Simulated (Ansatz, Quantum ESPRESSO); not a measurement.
# Re(0001), 6 layers: vacuum level and surface dipole, part 2 of 6

Wanted: work functions and the surface dipole of Re(0001), 6 layers at several levels, with their cost.

Quantum ESPRESSO 7.5; plane-wave DFT, PBE, GBRV ultrasoft pseudopotentials; geometry and cross-check by Ansatz 0.2.0 with PAW datasets.

So far. Step 2 (Relaxation with Ansatz): The relaxation lowers the energy by 25 meV an atom. Held were the atoms numbered 3 and 4; the forces quoted are those on the free ones.

## Step 3: Self-consistent run

One self-consistent run gives the Fermi level and the density from which pp.x builds the potential.

Level of this step: plane-wave DFT, PBE, GBRV ultrasoft pseudopotentials (Quantum ESPRESSO 7.5).

scf.in

```
&control
  prefix = 'scf'
  outdir = './out'
  pseudo_dir = './pseudo'
  calculation = 'scf'
  tprnfor = .true.
/
&system
  ibrav = 0
  nat = 6
  ntyp = 1
  ecutwfc = 40
  ecutrho = 200
  occupations = 'smearing'
  smearing = 'mv'
  degauss = 0.02
/
&electrons
  conv_thr = 1e-07
  mixing_beta = 0.4
  electron_maxstep = 120
  mixing_mode = 'local-TF'
/
ATOMIC_SPECIES
  Re  186.2070  re_pbe_v1.2.uspp.F.UPF
CELL_PARAMETERS angstrom
  2.75999999997399 0.00000000000000 0.00000000000000
  1.37999999998699 2.39023011442253 0.00000000000000
  0.00000000000000 0.00000000000000 27.14350000000000
ATOMIC_POSITIONS crystal
  Re  0.666666666667 0.666666666667 0.295414158358
  Re  0.000000000000 -0.000000000000 0.373453959527
  Re  0.666666666667 0.666666666667 0.458945972300
  Re  0.000000000000 0.000000000000 0.541054027700
  Re  0.666666666667 0.666666666667 0.626546113835
  Re  0.000000000000 -0.000000000000 0.704585855862
K_POINTS automatic
  12 12 1 0 0 0
```

Launch:

```sh
> OMP_NUM_THREADS=1 mpirun -n 4 pw.x -nk 4 -in scf.in > scf.out
```

The program printed:

```text
Program PWSCF v.7.5 starts
[citation notice left out]

     Parallel version (MPI & OpenMP), running on       4 processor cores
     Number of MPI processes:                 4
     Threads/MPI process:                     1

     MPI processes distributed on     1 nodes
[...]
Current dimensions of program PWSCF are:
     Max number of different atomic species (ntypx) = 10
     Max number of k-points (npk) =  40000
     Max angular momentum in pseudopotentials (lmaxx) =  4
     Message from routine setup:
     using ibrav=0 with symmetry is DISCOURAGED, use correct ibrav instead

     K-points division:     npool     =       4
     Subspace diagonalization in iterative solution of the eigenvalue problem:
     a serial algorithm will be used

     G-vector sticks info
     --------------------
     sticks:   dense  smooth     PW     G-vecs:    dense   smooth      PW
     Sum         379     301     97                57765    41343    7643

     Using Slab Decomposition

     bravais-lattice index     =            0
     lattice parameter (alat)  =       5.2156  a.u.
     unit-cell volume          =    1208.4015 (a.u.)^3
     number of atoms/cell      =            6
     number of atomic types    =            1
     number of electrons       =        90.00
     number of Kohn-Sham states=           54
     kinetic-energy cutoff     =      40.0000  Ry
     charge density cutoff     =     200.0000  Ry
     scf convergence threshold =      1.0E-07
     mixing beta               =       0.4000
     number of iterations used =            8  local-TF  mixing
     Exchange-correlation= SLA  PW   PBE  PBE
                           (   1   4   3   4   0   0   0)

     celldm(1)=   5.215644  celldm(2)=   0.000000  celldm(3)=   0.000000
     celldm(4)=   0.000000  celldm(5)=   0.000000  celldm(6)=   0.000000

     crystal axes: (cart. coord. in units of alat)
               a(1) = (   1.000000   0.000000   0.000000 )
               a(2) = (   0.500000   0.866025   0.000000 )
               a(3) = (   0.000000   0.000000   9.834601 )

     reciprocal axes: (cart. coord. in units 2 pi/alat)
               b(1) = (  1.000000 -0.577350  0.000000 )
               b(2) = (  0.000000  1.154701  0.000000 )
               b(3) = (  0.000000  0.000000  0.101682 )

     PseudoPot. # 1 for Re read from file:
     ./pseudo/re_pbe_v1.2.uspp.F.UPF
     Pseudo is Ultrasoft + core correction, Zval = 15.0
     Generated by new atomic code, or converted to UPF format
     Using radial grid of  981 points,  8 beta functions with:
                l(1) =   0
                l(2) =   0
                l(3) =   1
                l(4) =   1
                l(5) =   2
                l(6) =   2
                l(7) =   3
                l(8) =   3
     Q(r) pseudized with  8 coefficients,  rinner =    1.150   1.150   1.150
                                                       1.150   1.150   1.150
                                                       1.150

     atomic species   valence    mass     pseudopotential
     Re               15.00   186.20700     Re( 1.00)

     12 Sym. Ops., with inversion, found ( 6 have fractional translation)

   Cartesian axes

     site n.     atom                  positions (alat units)
         1        Re     tau(   1) = (   1.0000000   0.5773503   2.9052805  )
         2        Re     tau(   2) = (   0.0000000   0.0000000   3.6727709  )
         3        Re     tau(   3) = (   1.0000000   0.5773503   4.5135507  )
         4        Re     tau(   4) = (   0.0000000   0.0000000   5.3210507  )
         5        Re     tau(   5) = (   1.0000000   0.5773503   6.1618313  )
         6        Re     tau(   6) = (   0.0000000   0.0000000   6.9293211  )

     number of k points=    19  Marzari-Vanderbilt smearing, width (Ry)=  0.0200
                       cart. coord. in units 2pi/alat
        k(    1) = (   0.0000000   0.0000000   0.0000000), wk =   0.0138889
        k(    2) = (   0.0000000   0.0962250   0.0000000), wk =   0.0833333
        k(    3) = (   0.0000000   0.1924501   0.0000000), wk =   0.0833333
        k(    4) = (   0.0000000   0.2886751   0.0000000), wk =   0.0833333
        k(    5) = (   0.0000000   0.3849002   0.0000000), wk =   0.0833333
        k(    6) = (   0.0000000   0.4811252   0.0000000), wk =   0.0833333
        k(    7) = (   0.0000000  -0.5773503   0.0000000), wk =   0.0416667
        k(    8) = (   0.0833333   0.1443376   0.0000000), wk =   0.0833333
        k(    9) = (   0.0833333   0.2405626   0.0000000), wk =   0.1666667
        k(   10) = (   0.0833333   0.3367877   0.0000000), wk =   0.1666667
[...]
k(   19) = (   0.3333333  -0.5773503   0.0000000), wk =   0.0277778

     Dense  grid:    57765 G-vectors     FFT dimensions: (  24,  24, 240)

     Smooth grid:    41343 G-vectors     FFT dimensions: (  24,  24, 216)

     Estimated max dynamical RAM per process >     203.09 MB

     Estimated total dynamical RAM >     770.05 MB

     Initial potential from superposition of free atoms

     starting charge      86.9997, renormalised to      90.0000

     negative rho (up, down):  7.843E-01 0.000E+00
     Starting wfcs are   78 randomized atomic wfcs

     total cpu time spent up to now is        3.9 secs

     per-process dynamical memory:    75.0 Mb

     Self-consistent Calculation

     iteration #  1     ecut=    40.00 Ry     beta= 0.40
     Davidson diagonalization with overlap
     ethr =  1.00E-02,  avg # of iterations =  2.0

     negative rho (up, down):  7.834E-01 0.000E+00

     total cpu time spent up to now is        7.8 secs

     total energy              =   -1143.99873367 Ry
     estimated scf accuracy    <       1.12039427 Ry

     iteration #  2     ecut=    40.00 Ry     beta= 0.40
[...]
negative rho (up, down):  7.934E-01 0.000E+00

[...]
total energy              =   -1143.56700249 Ry
     estimated scf accuracy    <       0.62881217 Ry

     iteration #  3     ecut=    40.00 Ry     beta= 0.40
[...]
negative rho (up, down):  7.935E-01 0.000E+00

[...]
total energy              =   -1143.75602583 Ry
     estimated scf accuracy    <       0.08675794 Ry

     iteration #  4     ecut=    40.00 Ry     beta= 0.40
[...]
negative rho (up, down):  7.947E-01 0.000E+00

[...]
total energy              =   -1143.77673862 Ry
     estimated scf accuracy    <       0.01208520 Ry

     iteration #  5     ecut=    40.00 Ry     beta= 0.40
[...]
negative rho (up, down):  7.960E-01 0.000E+00

[...]
total energy              =   -1143.77800573 Ry
     estimated scf accuracy    <       0.00123359 Ry

     iteration #  6     ecut=    40.00 Ry     beta= 0.40
[...]
negative rho (up, down):  7.962E-01 0.000E+00

[...]
total energy              =   -1143.77833060 Ry
     estimated scf accuracy    <       0.00014616 Ry

     iteration #  7     ecut=    40.00 Ry     beta= 0.40
[...]
negative rho (up, down):  7.952E-01 0.000E+00

[...]
total energy              =   -1143.77833565 Ry
     estimated scf accuracy    <       0.00008875 Ry

     iteration #  8     ecut=    40.00 Ry     beta= 0.40
[...]
negative rho (up, down):  7.950E-01 0.000E+00

[...]
total energy              =   -1143.77831347 Ry
     estimated scf accuracy    <       0.00006589 Ry

     iteration #  9     ecut=    40.00 Ry     beta= 0.40
[...]
negative rho (up, down):  7.951E-01 0.000E+00

[...]
total energy              =   -1143.77832816 Ry
     estimated scf accuracy    <       0.00001420 Ry

     iteration # 10     ecut=    40.00 Ry     beta= 0.40
[...]
negative rho (up, down):  7.952E-01 0.000E+00

[...]
total energy              =   -1143.77832318 Ry
     estimated scf accuracy    <       0.00001489 Ry

     iteration # 11     ecut=    40.00 Ry     beta= 0.40
[...]
negative rho (up, down):  7.954E-01 0.000E+00

[...]
total energy              =   -1143.77832517 Ry
     estimated scf accuracy    <       0.00000152 Ry

     iteration # 12     ecut=    40.00 Ry     beta= 0.40
[...]
negative rho (up, down):  7.955E-01 0.000E+00

[...]
total energy              =   -1143.77832530 Ry
     estimated scf accuracy    <       0.00000054 Ry

     iteration # 13     ecut=    40.00 Ry     beta= 0.40
[...]
negative rho (up, down):  7.955E-01 0.000E+00

[...]
total energy              =   -1143.77832535 Ry
     estimated scf accuracy    <       0.00000012 Ry

     iteration # 14     ecut=    40.00 Ry     beta= 0.40
[...]
negative rho (up, down):  7.955E-01 0.000E+00

[...]
End of self-consistent calculation

          k = 0.0000 0.0000 0.0000 (  5095 PWs)   bands (ev):

   -70.3072 -70.2907 -70.2668 -70.2224 -70.1420 -70.1417 -32.7030 -32.5963
   -32.3606 -31.9455 -31.7009 -31.7009 -31.6947 -31.6860 -31.6860 -31.6410
   -31.6410 -31.5938 -31.5690 -31.5690 -31.4674 -31.4674 -31.4668 -31.4668
     0.0480   0.7149   1.7421   2.7192   3.0074   3.0347   7.1211   7.4448
     7.8496   7.8496   7.9462   7.9462   7.9514   7.9673   7.9673   7.9852
     8.2490   8.2490   8.3660   8.5261   8.5261   8.7198   8.7198   9.7610
    10.2348  10.2388  10.2388  10.8588  10.8588  11.6469

          k = 0.0000 0.0962 0.0000 (  5165 PWs)   bands (ev):

   -70.3008 -70.2846 -70.2615 -70.2185 -70.1381 -70.1378 -32.6801 -32.5796
   -32.3559 -31.9691 -31.7727 -31.7605 -31.7197 -31.7037 -31.7005 -31.6812
   -31.6568 -31.6122 -31.6046 -31.5807 -31.5218 -31.5133 -31.4794 -31.4788
     0.3294   0.9891   2.0132   3.0036   3.2947   3.3094   6.8242   7.3133
     7.4844   7.5111   7.5367   7.8726   8.0171   8.0667   8.1613   8.1963
     8.2765   8.3559   8.4496   8.4903   8.7275   8.7560   8.9376   9.4813
     9.5243  10.0983  10.1521  10.7548  10.8003  11.5663

          k = 0.0000 0.1925 0.0000 (  5183 PWs)   bands (ev):

   -70.2830 -70.2680 -70.2468 -70.2080 -70.1273 -70.1271 -32.6155 -32.5362
   -32.3543 -32.0691 -31.9412 -31.9136 -31.8211 -31.7700 -31.7569 -31.7511
   -31.7176 -31.7075 -31.6992 -31.6133 -31.6114 -31.5812 -31.5123 -31.5113
     1.1084   1.7297   2.7170   3.7301   4.0032   4.0367   6.2253   6.6010
     6.8324   6.9272   7.0483   7.5411   7.6624   7.7591   8.2288   8.5186
     8.6090   8.6480   8.6737   8.7997   8.9048   8.9443   9.2161   9.2207
     9.5396  10.0788  10.0790  10.6787  10.8337  11.4470

          k = 0.0000 0.2887 0.0000 (  5149 PWs)   bands (ev):

   -70.2579 -70.2450 -70.2269 -70.1942 -70.1128 -70.1126 -32.5250 -32.4938
   -32.4008 -32.2579 -32.1606 -32.1067 -31.9853 -31.9112 -31.8771 -31.8364
   -31.8143 -31.7803 -31.7565 -31.6590 -31.6542 -31.6338 -31.5574 -31.5558
     2.1653   2.6473   3.4456   4.3131   4.5251   4.6524   5.7488   5.8155
     6.3852   6.5266   6.7105   7.2123   7.3492   7.5968   8.1789   8.2804
     8.3494   8.6848   8.7628   8.8315   9.2362   9.8266  10.0181  10.2062
    10.3949  10.5139  10.9052  11.1314  11.2011  11.6471

          k = 0.0000 0.3849 0.0000 (  5183 PWs)   bands (ev):

   -70.2314 -70.2213 -70.2070 -70.1818 -70.0984 -70.0983 -32.5322 -32.5132
   -32.4741 -32.4408 -32.3617 -32.2840 -32.1304 -32.0341 -31.9457 -31.9006
   -31.8761 -31.8131 -31.8013 -31.7055 -31.7006 -31.6963 -31.6028 -31.6004
     3.0599   3.2245   3.6796   4.1838   4.3293   4.4860   5.2726   5.5169
     5.9340   6.0915   6.5644   7.8867   7.9761   8.1290   8.3045   8.3142
     8.5571   8.6646   9.0573   9.1013   9.4304  10.6720  11.2356  11.2704
    11.4608  11.7860  11.8139  12.1138  12.2951  12.4890

          k = 0.0000 0.4811 0.0000 (  5193 PWs)   bands (ev):

   -70.2101 -70.2033 -70.1927 -70.1745 -70.0881 -70.0880 -32.6553 -32.6228
   -32.6083 -32.5180 -32.4402 -32.4077 -32.1590 -32.0390 -31.9466 -31.9346
   -31.9205 -31.8541 -31.8220 -31.7609 -31.7510 -31.7399 -31.6360 -31.6330
     3.2946   3.3345   3.6398   3.8990   3.9948   4.1848   5.0124   5.2923
     5.5211   5.9388   6.5369   7.7415   8.0468   8.4552   8.4749   8.7641
     9.0849   9.3919   9.5047  10.1906  10.6034  11.0215  12.1919  12.2964
    12.4015  13.0282  13.2264  13.2906  13.4167  13.4663

[...]
the Fermi energy is     9.5442 ev

!    total energy              =   -1143.77832533 Ry
     estimated scf accuracy    <       0.00000003 Ry
     smearing contrib. (-TS)   =       0.00266662 Ry
     internal energy E=F+TS    =   -1143.78099195 Ry

     The total energy is F=E-TS. E is the sum of the following terms:
     one-electron contribution =   -9681.93372616 Ry
     hartree contribution      =    4854.17333233 Ry
     xc contribution           =    -315.32918826 Ry
     ewald contribution        =    3999.30859014 Ry

     convergence has been achieved in  14 iterations

     negative rho (up, down):  7.955E-01 0.000E+00

     Forces acting on atoms (cartesian axes, Ry/au):

     atom    1 type  1   force =     0.00000000    0.00000000    0.00033698
     atom    2 type  1   force =     0.00000000   -0.00000000    0.00078945
     atom    3 type  1   force =     0.00000000    0.00000000    0.01477140
     atom    4 type  1   force =    -0.00000000   -0.00000000   -0.01477140
     atom    5 type  1   force =     0.00000000   -0.00000000   -0.00078945
     atom    6 type  1   force =    -0.00000000   -0.00000000   -0.00033698

     Total force =     0.020925     Total SCF correction =     0.000875

[...]
=------------------------------------------------------------------------------=
   JOB DONE.
=------------------------------------------------------------------------------=
```

Wall time 63 s (4 MPI ranks of Intel Xeon Platinum 8488C (Sapphire Rapids), shared host); peak memory 0.94 GiB; 4.1 min of CPU time.

This step gave:

```
free energy  : -15561.8969 eV
Fermi energy : 9.544 eV
```

The run needed 14 iterations to bring the estimated error under 1e-07 Ry; the largest force on any atom, held or free, is 0.38 eV/Å.

## Step 4: Potential by pp.x

The vacuum level is read from the electrostatic potential (plot_num = 11), averaged over planes.

pot.in

```
&inputpp
  prefix = 'scf'
  outdir = './out'
  filplot = 'pot.dat'
  plot_num = 11
/
```

Launch:

```sh
> OMP_NUM_THREADS=1 mpirun -n 4 pp.x -in pot.in > pot.out
```

The program printed:

```text
[banner, memory and clock lines left out]
Program POST-PROC v.7.5 starts

          URL

     ./out/scf.save/

     IMPORTANT: XC functional enforced from input :
     Exchange-correlation= PBE
                           (   1   4   3   4   0   0   0)
     Any further DFT definition will be discarded
     Please, verify this is what you really want

     negative rho (up, down):  7.955E-01 0.000E+00

     Calling punch_plot, plot_num =  11
     Writing data to file  pot.dat
     Message from routine chdens:
     namelist plot not found or invalid, exiting
```

Wall time 3.2 s (4 MPI ranks); peak memory 0.17 GiB.

Numbers from this step:

| Quantity | Value |
| --- | --- |
| work function of the upper face | 4.962 eV |
| slope of the potential above | 5.88e-4 eV/Å |
| upper vacuum line continued to the top atoms, over the Fermi level | 4.959 eV |
| work function of the lower face | 4.962 eV |
| slope of the potential below | -3.60e-4 eV/Å |
| lower vacuum line continued to the bottom atoms, over the Fermi level | 4.960 eV |

The potential energy, planar mean oscillates, so the rows of the table below give means over windows of 2.26 Å about each position, cut where the curve ends. Its maxima inside the range that stand out by 2 % of the span (Å: eV): 9.0: -3.24, 11.3: -1.36, 13.6: -2.05, 15.8: -1.36, 18.1: -3.24. Its minima: 8.1: -14.4, 10.0: -14.6, 12.3: -14.5, 14.8: -14.5, 17.2: -14.6, 19.0: -14.4.

Electrostatic potential energy of an electron; zero at the Fermi level. Table of potential energy, planar mean by z; means over each step:

```
z (Å)  potential energy, planar mean (eV)
 1.13                                4.96
 3.39                                4.96
 5.65                                4.37
 7.91                               -9.18
10.17                               -9.70
12.43                               -9.52
14.69                               -9.52
16.95                               -9.68
19.21                               -9.23
21.47                                4.34
23.73                                4.96
25.99                                4.96
```

Electrostatic potential energy in the ca plane at fractional y = 0.000, with atoms of Re within 0.2 Å of it. With pseudopotentials it is smooth inside the atoms' cores, unlike the true potential.

Values in eV, 5 rows by 16 columns, each cell a mean:
```
 -2 -23 -26  -4  -3  -7 -26 -20  -2  -3 -23 -26  -3   4   5   5
-11  -9 -14  -4 -16  -4 -16  -6 -10 -11  -9 -14   2   5   5   5
-17  -2  -3  -5 -24  -4  -4  -1 -15 -17  -2  -3   3   5   5   5
 -7 -16 -23  -3 -10  -5 -26 -12  -6  -7 -16 -23   0   5   5   5
 -1 -23 -21  -4  -1  -9 -19 -21   0  -1 -23 -21  -4   4   5   5
```
Columns run along c (16.0 Å, from fractional 0.30 to 0.89 of the cell; values clipped at the 3rd and 97th percentile), rows up along a (2.8 Å). Atoms in or near the plane, at fractional coordinates: Re at (0.37, 0.00), Re at (0.54, 0.00), Re at (0.70, 0.00).

The vacuum is flat to 0.6 meV/Å, so its level is well defined. Inside the slab the curve depends on the local part of the pseudopotentials; only the vacuum level has a meaning of its own.

## Step 5: Macroscopic average

average.x takes the planar mean and smooths it over a window of one repeat.

avg.in

```
1
pot.dat
1.0
487
3
4.2116326140
```

Launch:

```sh
> OMP_NUM_THREADS=1 average.x < avg.in > avg.out
```

The program printed:

```text
[banner, memory and clock lines left out]
Program AVERAGE v.7.5 starts

          URL

     Reading header from file  pot.dat
     Reading data from file  pot.dat
     Output written to file avg.dat

[...]
```

It took 2.3 s on 1 MPI rank; peak memory 0.1 GiB.

Numbers from this step:

| Item | Value |
| --- | --- |
| average.x's running mean inside the slab, on the run's own zero | 0.06637 eV |
| mean potential by an exact Fourier window inside the slab, on the run's own zero | 0.06379 eV |

The potential energy (planar mean) oscillates, so the rows of the table below give means over windows of 2.23 Å about each position, cut where the curve ends. Its maxima inside the range that stand out by 2 % of the span (Å: eV): 9.1: -3.22, 11.3: -1.36, 13.6: -2.08, 15.8: -1.36, 18.1: -3.22. Its minima: 8.2: -14.4, 10.0: -14.6, 12.5: -14.5, 14.5: -14.5, 17.2: -14.6, 19.0: -14.4.

Electrostatic potential energy of an electron; zero at the Fermi level; window 2.2287 Å. Table of potential energy by z; means over each step:

```
z (Å)  planar mean (eV)  running mean (eV)
 1.11              4.96               4.96
 3.34              4.96               4.96
 5.57              4.48               3.72
 7.80             -9.03              -7.79
10.03             -9.92              -9.91
12.26             -9.55              -9.43
14.49             -9.67              -9.54
16.72             -9.58              -9.65
18.95             -9.76              -9.13
21.18              3.71               2.42
23.41              4.96               4.95
25.64              4.96               4.96
```

Where the running mean is not flat inside, average.x's window, rounded to the grid, doesn't match the spacings there.

[end of part 2 of 6]

[Logs are printed without paths, hosts, clocks, repeated set-up lines and the standing remarks that a program may print on its own settings, such as how far it seeks lower states.]

[Hosts, paths, dates, database ids (printed as entryN), source tags and the programs' standing remarks are cut or masked in the printed files.]

[Maps of the electrostatic potential energy from Ansatz leave out the sawtooth potential of an applied field or a dipole correction, so their vacuum need not be flat; planar profiles and work functions include it.]
